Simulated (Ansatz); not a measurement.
**Al(111) with 4 thermally displaced layers, 2x2: scattering by thermal displacements**

Aim: the resistivity of Al at 500 K from frozen thermal displacements between perfect leads. The measured value for the pure metal at this temperature is 4.99 µΩ cm (CRC Handbook of Chemistry and Physics, 84th ed., 2003, Electrical Resistivity of Pure Metals).

Method: Ansatz plane-wave DFT, PBE, PAW files; ballistic transport by layer matching (Landauer), zero bias; PAW set soft_1, in Ansatz 0.2.0.

## Step 1: Set-up

The cell holds 40 atoms: 40 Al. Its edges and angles: a = 5.725 Å, b = 5.725 Å, c = 23.429 Å, α = 93.5°, β = 86.5°, γ = 120.0°. It derives from Al. Regions: lead, 24 atoms (24 Al); scattering region, 16 atoms (16 Al). The structure is stacked along c, and the current runs across the ab planes.

## Step 2: With 4 displaced layers

Each atom of 4 layers is moved at random, by amounts drawn from a normal law 0.1226 Å wide in each direction from the Debye model (428 K) at 500 K. The layers about the cell's end stay perfect and serve as the lead. Disorder leaves little or no symmetry, which makes such runs dear. Energies from -0.05 to 0.05 eV in steps of 0.05 eV are too few for the program's thermal sum, so it prints no conductance; for a metal the transmission near the Fermi level serves, at a fraction of the cost.

input.yaml reads:

```yaml
crystal:
  lattice:
    - [5.7246940741, 0.0, 0.0]
    - [-2.862347037, 4.957730497, 0.0]
    - [1.4311735185, -0.8262884162, 23.3709656917]
  atoms:
    - { symbol: Al, position: [0.9916666667, 0.0083333333, 0.05] }
    - { symbol: Al, position: [0.9916666667, 0.5083333333, 0.05] }
    - { symbol: Al, position: [0.4916666667, 0.0083333333, 0.05] }
    - { symbol: Al, position: [0.4916666667, 0.5083333333, 0.05] }
    - { symbol: Al, position: [0.1416666667, 0.3583333333, 0.15] }
    - { symbol: Al, position: [0.1416666667, 0.8583333333, 0.15] }
    - { symbol: Al, position: [0.6416666667, 0.3583333333, 0.15] }
    - { symbol: Al, position: [0.6416666667, 0.8583333333, 0.15] }
    - { symbol: Al, position: [0.2916666667, 0.2083333333, 0.25] }
    - { symbol: Al, position: [0.2916666667, 0.7083333333, 0.25] }
    - { symbol: Al, position: [0.7916666667, 0.2083333333, 0.25] }
    - { symbol: Al, position: [0.7916666667, 0.7083333333, 0.25] }
    - { symbol: Al, position: [0.953802454, 0.0848415669, 0.3538887355] }
    - { symbol: Al, position: [0.9782261689, 0.5972950127, 0.3436783037] }
    - { symbol: Al, position: [0.4120161198, 0.0255930626, 0.3494349682] }
    - { symbol: Al, position: [0.462343239, 0.5582241751, 0.352600292] }
    - { symbol: Al, position: [0.0533718315, 0.4111760451, 0.4452441781] }
    - { symbol: Al, position: [0.1398051778, 0.9310854738, 0.4549781913] }
    - { symbol: Al, position: [0.5974279685, 0.4240579391, 0.4534498393] }
    - { symbol: Al, position: [0.5782467207, 0.8959382512, 0.4493981554] }
    - { symbol: Al, position: [0.2216071183, 0.2433939158, 0.5485140384] }
    - { symbol: Al, position: [0.2369394582, 0.7758816283, 0.541630455] }
    - { symbol: Al, position: [0.7520425267, 0.2423925272, 0.5471372044] }
    - { symbol: Al, position: [0.7111818005, 0.7545512966, 0.5487013145] }
    - { symbol: Al, position: [0.8890860447, 0.0952206536, 0.6504916379] }
    - { symbol: Al, position: [0.9361785823, 0.6179422051, 0.6469916887] }
    - { symbol: Al, position: [0.4099595693, 0.1056684629, 0.6531141543] }
    - { symbol: Al, position: [0.4016377099, 0.5969793904, 0.6398779736] }
    - { symbol: Al, position: [0.0416666667, 0.4583333333, 0.75] }
    - { symbol: Al, position: [0.0416666667, 0.9583333333, 0.75] }
    - { symbol: Al, position: [0.5416666667, 0.4583333333, 0.75] }
    - { symbol: Al, position: [0.5416666667, 0.9583333333, 0.75] }
    - { symbol: Al, position: [0.1916666667, 0.3083333333, 0.85] }
    - { symbol: Al, position: [0.1916666667, 0.8083333333, 0.85] }
    - { symbol: Al, position: [0.6916666667, 0.3083333333, 0.85] }
    - { symbol: Al, position: [0.6916666667, 0.8083333333, 0.85] }
    - { symbol: Al, position: [0.8416666667, 0.1583333333, 0.95] }
    - { symbol: Al, position: [0.8416666667, 0.6583333333, 0.95] }
    - { symbol: Al, position: [0.3416666667, 0.1583333333, 0.95] }
    - { symbol: Al, position: [0.3416666667, 0.6583333333, 0.95] }
kpoints:
  mp_grid: { grid: [5, 5, 1] }
hamiltonian:
  xc: pbe
  pseudopotentials: { kind: paw, azcp: { folder: soft_1 } }
scf:
  occupations: { method: fermi_dirac, width: 0.1 }
output:
  transmission:
    leads: [[0, 4]]
    kmesh: [10, 10]
    e_range: [-0.05, 0.05]
    de: 0.05
  write_potential: true
  write_density: true
  volumetric_format: npy
  elf: true
```

Started as:

```console
> ansatz run input.yaml --threads 4 --pin off --max-ram 15360MiB --backend cpu --events-out ev --progress --plain --runs-dir out
```

Numbers of over 12 decimals in the logs are rounded to 6 here.

The log of the run:

```text
Engine: ansatz 0.2.0, x86_64-unknown-linux-gnu
Pseudopotentials: kind: paw
Pseudopotential: Al, paw, valence charge 3, recommended cutoff 420 eV (normal), soft_1/Al.paw.azcp
Functional definition: PBE
  parameter kappa = 0.804
  parameter beta = 0.066725
  exchange = pbe_x(kappa = kappa, mu = beta*pi^2/3)
  correlation = pbe_c(beta = beta)
Crystal: 40 atoms, lattice volume = 663.303 Å³
Basis set: ecut = 420 eV, 13043 PW (Γ)
Bands: 100, of which v1, the nominal top of the filled ones, is band 60 counted from 1 (59 counted from 0)
Symmetry: 1 space group operations
Space group: P1 (ITA 1), of the structure as read, at distance tolerance 8.7e-5 Å
k-points: 13 of 25 (time reversal used)
Non-local potential: Al, projectors of the file, l = 0: 2, l = 1: 2, l = 2: 1
PAW form: soft (Blöchl's): semilocal exchange-correlation on the pseudo side does not see the compensation charge
PAW one-centre angular grid: Al, 110 points (default); XC on 64 Gauss nodes
Initial density: superposition of atomic densities (chi_scale 0.1, normalization cell)
Initial wavefunctions: pseudopotential atomic-orbital guess
Functional: x = pbe(κ = 0.804, μ = 0.219515), c = pbe(β = 0.066725)
SCF iter   1: F=—  HF=-21500.612967 eV  |F-HF|=—  |Δ(HF+E_count)|=         —  Δρ=2.34e-2  dr2=5.94e0  ethr=3.10e-3  ⟨swp⟩=6.4  Hψ=5980  notcnv=0  defer=51
preconditioner: auto → Kerker (q_TF=auto, 2.052 Å⁻¹)  [metal: Δε(μ)=0.021 eV  Ē_g=6.727 eV  σ=0.100 eV  W_gap=0.05  n_scr=86 (ndim 8)  ℏωp=15.8 eV  f_vac=0.000  D(μ)=19.16/eV (n_scr^D=126)]
SCF iter   2: F=—  HF=-21499.868010 eV  |F-HF|=—  |Δ(HF+E_count)|=   7.45e-1  Δρ=1.53e-2  dr2=2.01e0  ethr=3.10e-3  ⟨swp⟩=1.3  Hψ=1509  notcnv=0  defer=55
SCF iter   3: F=—  HF=-21499.031788 eV  |F-HF|=—  |Δ(HF+E_count)|=   8.36e-1  Δρ=1.85e-3  dr2=3.01e-2  ethr=1.67e-3  ⟨swp⟩=1.9  Hψ=1376  notcnv=0  defer=97
SCF iter   4: F=—  HF=-21499.019018 eV  |F-HF|=—  |Δ(HF+E_count)|=   1.28e-2  Δρ=2.23e-4  dr2=5.68e-4  ethr=2.51e-5  ⟨swp⟩=2.1  Hψ=1748  notcnv=0  defer=116
SCF iter   5: F=—  HF=-21499.018798 eV  |F-HF|=—  |Δ(HF+E_count)|=   2.20e-4  Δρ=2.56e-5  dr2=9.03e-6  ethr=4.74e-7  ⟨swp⟩=2.7  Hψ=1999  notcnv=0  defer=116
SCF iter   6: F=—  HF=-21499.018820 eV  |F-HF|=—  |Δ(HF+E_count)|=   2.16e-5  Δρ=4.72e-6  dr2=2.46e-7  ethr=7.52e-9  ⟨swp⟩=1.7  Hψ=1390  notcnv=0  defer=116
SCF iter   7: F=-21499.018820 eV  HF=-21499.018820 eV  |F-HF|=6.98e-9  |Δ(HF+E_count)|=   3.58e-9  Δρ=1.03e-6  dr2=1.32e-8  ethr=8.33e-11  ⟨swp⟩=13.0  Hψ=5358  notcnv=0
SCF 1 converged in 7 iterations: F = -21499.018820 eV  dr2 = 1.32e-8
  greatest PAW one-centre occupation: 0.458 electrons in one spin orbital (limit 2), on the Al atom at site 17 (counted from 0), in its partial waves of l = 0
transmission: 159 of 1508 steps passed
transmission: 306 of 1508 steps passed
[...]
transmission: 1508 of 1508 steps passed
SCF converged after 7 iterations
Free energy (F): -21499.018820 eV
Harris-Foulkes:  -21499.018820 eV  (|F-HF|=6.98e-9)
Internal energy: -21498.381276 eV  (E = F + TS)
E sigma→0 (E₀):  -21498.700048 eV
Entropy (-TS):   -0.637544 eV (-15.939 meV/atom)
Fermi energy:    7.921678 eV
--- Per-component energies (eV) ---
  E_band       = 415.824058
  E_kinetic    = 900.189486
  E_local      = 404.304812  (includes V_loc(G=0)·N_el)
  E_nonlocal   = 401.234002
  E_hartree    = 8.041819
  E_xc         = -1506.794484
  E_vxc        = -1165.786796  (∫ρ·V_xc dr)
  E_paw        = -18776.682638  (= ΣΔE_a)
  E_vpaw       = -140.201237  (= ΣTr[D̂ρ^β])
  E_aug_tail   = -0.000083  (compensation charges beyond the density's cutoff)
  E_ewald      = -2928.674189
  E_smearing   = -0.637544  (= −TS)
  E_closure    = 0.000000  (closes the sum)
  Σ components = -21499.018820   (vs F -21499.018820, Δ=0.00e0)
--- Band table (eV; the first three rows and the last of 13) ---
  k-point 0: bands = [... 56 lower, 6.2954, 6.7002, 6.7438, 6.7661, 6.7959, 7.0664, 7.1174, 7.1649, ... 36 higher]
  k-point 1: bands = [... 56 lower, 6.6461, 6.9072, 7.0505, 7.2069, 7.3524, 7.3996, 7.4780, 7.5583, ... 36 higher]
  k-point 2: bands = [... 56 lower, 7.8251, 7.8986, 8.0290, 8.1041, 8.1402, 8.2016, 8.2372, 8.3531, ... 36 higher]
  k-point 12: bands = [... 56 lower, 7.4522, 7.5479, 7.7702, 7.9282, 7.9748, 7.9896, 8.0632, 8.1109, ... 36 higher]
--- Transmission ---
  basis      : 253 plane waves across, 29 finite elements along
  points     : 52, standing for a mesh of 10 x 10
  energies   : 3 from -0.050000 to 0.050000 eV about the Fermi level, 0.050000 eV apart; the leads are filled to 0.000000 eV, and channels, transmission and decay are at 0.000000 eV
  crystal 0  : Al4, at the sites [0, 4], period 2.3371 Å, over 14.02 Å; its Hamiltonian steps by up to 8.4 meV
    offset         : up to 0.0000 Å between an atom of the period and one for which it stands
    channels       : 5.410000e0 a spin
    conductance    : none, the energies end too early or step too widely for 300 K: set another output.transmission.e_range or a lower de, or, where they end at an eighth of basis.ecutwfc, a higher one
  junction   : crystal 0 to crystal 0, 0.70 to 21.73 Å
    transmission   : 5.033661e0 a spin
    conductance    : none, the energies end too early or step too widely for 300 K: set another output.transmission.e_range or a lower de, or, where they end at an eighth of basis.ecutwfc, a higher one
```

Run time: 4.2 min. Hardware: 4 threads of AMD EPYC 7R13 (Zen 3), shared host; peak memory 1.8 GiB; 13 min of CPU time.

This step gave:

```
free energy                                    : -21499.0188 eV
energy at zero smearing                        : -21498.7000 eV
Fermi energy                                   : 7.922 eV
cell area                                      : 28.38 Å²
transmission per spin nearest the Fermi level  : 5.034
open channels per spin nearest the Fermi level : 5.41
step of the lead's potential                   : 8.4 meV
```

Per spin. The transmission, zone mean by energy, zero at the Fermi level:

```tsv
energy (eV)	transmission, zone mean
-0.0500	4.93
0.0000	5.03
0.0500	5.14
```

Per spin. Open channels, zone mean, lead against energy, zero at the Fermi level:

```tsv
energy (eV)	open channels, zone mean, lead
-0.0500	5.29
0.0000	5.41
0.0500	5.59
```

Transmission over k1 and k2. At 0.0000 eV from the Fermi level.

Values, 10 rows by 10 columns:
```
4.64 5.28 5.45 4.26 5.35 5.14 4.64 2.92 3.78 2.93
3.61 5.44 4.69 6.77 6.79 4.64 5.27 3.74 3.87 3.84
3.57 3.69 6.74 6.74 6.61 6.65 6.70 4.37 3.77 2.92
4.62 5.46 6.73 6.59 5.85 5.81 6.59 6.66 5.40 4.71
3.81 5.20 4.56 6.71 5.86 6.79 5.86 6.71 4.56 5.20
4.62 4.71 5.40 6.66 6.59 5.81 5.85 6.59 6.73 5.46
3.57 2.92 3.77 4.37 6.70 6.65 6.61 6.74 6.74 3.69
3.61 3.84 3.87 3.74 5.27 4.64 6.79 6.77 4.69 5.44
4.64 2.93 3.78 2.92 4.64 5.14 5.35 4.26 5.45 5.28
3.78 4.70 3.76 3.83 4.73 3.83 4.73 3.83 3.76 4.70
```
Columns: k1 (b1) from -0.5 to 0.4; rows upwards: k2 (b2) from -0.5 to 0.4.

Open channels over k1 and k2. At 0.0000 eV from the Fermi level.

Ten even steps from '0' (3.00) to '9' (7.00):
```
5775775020
2759957222
2599999520
5799779975
2759797957
5579977997
2025999995
2222759957
5020577577
2522525225
```
Columns: k1 (b1) from -0.5 to 0.4; rows upwards: k2 (b2) from -0.5 to 0.4.

Valence density in the ca plane at fractional y = 0.618, with atoms of Al within 0.2 Å of it. It is the smooth field of the valence electrons, not physical close to the nuclei.

Ten even steps from '0' (0.06 e/Å³) to '9' (0.26 e/Å³), each cell a mean:
```
65434577787201565566543345556630036666654345
66556678888644554456543344445641136656553234
66666445777776533456554455545564455556653334
66676323776776433456766666654556554456765445
66566535776777544567888865565555543356776666
65445667777766666678888875677766543456677667
65434566667522577777766677899875554456776667
65334566566410477776544467899841355456765446
65445676656633577665433346678710145445654334
66566656666666665565433455667631255445653234
66676424666676544566655566655666665446664334
66666424777776544567766666655678864456776556
66556657888877655678877766665678865456677667
65445678898535665678876666666677776566677667
65334567887201565677654556666752357667776556
```
Columns run along c (16.0 Å, from fractional 0.16 to 0.84 of the cell), rows up along a (5.7 Å). Atoms in or near the plane, at fractional coordinates: Al at (0.34, 0.98), Al at (0.65, 0.94), Al at (0.64, 0.40).

ELF in the ca plane at fractional y = 0.618, with atoms of Al within 0.2 Å of it. It is the smooth field of the valence electrons, not physical close to the nuclei.

Ten even steps from '0' (0.04) to '9' (0.74), each cell a mean:
```
76444678885010476777543346778714327878765446
77666668888523565677543346667720027777753234
77776324888888654567654567766764357677764334
87786101688898644567777776666677765568876446
77776313788898755677899963466667654567777667
76556667888865677889999863578877755566678788
76434688788400388898877766899965666677777778
75434677777300278887654467899720157678876556
76545788777521378776433356789504047667764335
77666546767765666676533456777510157667764224
87786202676777545677655567766665676567875335
87776202677776544578877766766689975567876557
77666446888766655678888765776689975566677778
76445678897312666788876667877777777677677778
75434578885020477788654567888730147778876667
```
Columns run along c (16.0 Å, from fractional 0.16 to 0.84 of the cell), rows up along a (5.7 Å). Atoms in or near the plane, at fractional coordinates: Al at (0.34, 0.98), Al at (0.65, 0.94), Al at (0.64, 0.40).

Electrostatic potential energy in the ca plane at fractional y = 0.618, with atoms of Al within 0.2 Å of it. With pseudopotentials it is smooth inside the atoms' cores, unlike the true potential.

Ten even steps from '0' (-9.2 eV) to '9' (9.8 eV), each cell a mean:
```
88999878861596169999999999998229923898889998
88986324774010379998999999998417713899999999
88972010377645799987889887889720026898889999
88871141278888999865678742478876578986668998
88973010378766899854577500048998899973136887
88997323687311378875677500047877799962015786
78999877885044048887888741267521268974236886
78999888984078137988999976776136227987678998
88998656886123048998999998986169616999899999
88984101588522479988999988997237316999999999
88872131279877899887898755788511148998789999
88872141278888999766787511479876689975357898
88985100476434798755787400379987789862015886
78998656762120378866788632578741258873025886
78999888861696168988899876788404305886457887
```
Columns run along c (16.0 Å, from fractional 0.16 to 0.84 of the cell; values clipped at the 3rd and 97th percentile), rows up along a (5.7 Å). Atoms in or near the plane, at fractional coordinates: Al at (0.34, 0.98), Al at (0.65, 0.94), Al at (0.64, 0.40).

Over the solved energies the transmission per spin lies between 4.93 and 5.14, out of 5.43 channels of the lead on average (up to 5.59).

(Continued in part 2 of 2.)

[Logs are printed without paths, hosts, clocks, repeated set-up lines and the standing remarks that a program may print on its own settings, such as how far it seeks lower states.]

[Hosts, paths, dates, database ids (printed as entryN), source tags and the programs' standing remarks are cut or masked in the printed files.]
